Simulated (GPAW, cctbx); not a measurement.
# Reading charge transfer from structure factors

Si2Sb, P6_422 (no. 181), a = 5.3753 Å, b = 5.3753 Å, c = 7.4478 Å, α = 90.00°, β = 90.00°, γ = 120.00°.

```csv
atom,mult.,x,y,z
Sb1,3,0,1/2,1/3
Si1,6,0.2629,0.1314,1/3
```

The cell comes from substitution in a known structure type and wasn't matched to any measured phase.

Absolute values of the static structure factors of the conventional cell from DFT (PBE, GPAW) against free spherical atoms, in electrons:

| hkl | d (Å) | free atoms | crystal |
| --- | --- | --- | --- |
| 100 | 4.655 | 16.34 | 16.04 |
| 101 | 3.947 | 73.84 | 73.69 |
| 102 | 2.908 | 69.78 | 69.72 |
| 110 | 2.688 | 53.28 | 53.15 |
| 111 | 2.528 | 117.00 | 116.89 |
| 003 | 2.483 | 180.65 | 180.40 |
| 200 | 2.328 | 98.63 | 98.74 |
| 201 | 2.222 | 16.76 | 16.63 |
| 103 | 2.191 | 15.87 | 15.84 |
| 112 | 2.179 | 111.30 | 110.93 |

**Question.** Which way does charge move, and which reflections show it best?

Project each element's phase sum on the total phase. At low angle |F| should rise if density moves to atoms that scatter in phase and fall if it moves to atoms that scatter against it.

| hkl | Sb in phase | Si in phase | change (e) | (%) |
| --- | --- | --- | --- | --- |
| 100 | +1.0 | -2.6 | -0.29 | -1.8 |
| 101 | +2.0 | -1.5 | -0.15 | -0.2 |
| 102 | +2.0 | -1.5 | -0.06 | -0.1 |
| 110 | +1.0 | +1.1 | -0.13 | -0.2 |
| 111 | +2.0 | +3.6 | -0.11 | -0.1 |
| 003 | +3.0 | +6.0 | -0.25 | -0.1 |
| 200 | +3.0 | -2.3 | +0.11 | +0.1 |
| 201 | 0.0 | +1.8 | -0.13 | -0.8 |

Low-angle reflections that set elements apart and change by more than 0.05 e: 100, 101, 102, 200 and 201. The real-space density gives Voronoi charges Sb +0.14, Si -0.07 e. The signs that these charges predict hold for 100, 101 and 102 and fail for 200 and 201, so the simple rule can't give the direction here. The reflections see the density near the nuclei and the atoms' change of size and shape; Voronoi cells count what crosses the midplanes.

[Outputs are excerpts: Python notices, other lines and further rows are left out; steps that failed or that the build refused (PBEsol, TPSS) are not shown.]

[Logs are printed without paths, hosts, clocks, repeated set-up lines and the standing remarks that a program may print on its own settings, such as how far it seeks lower states.]
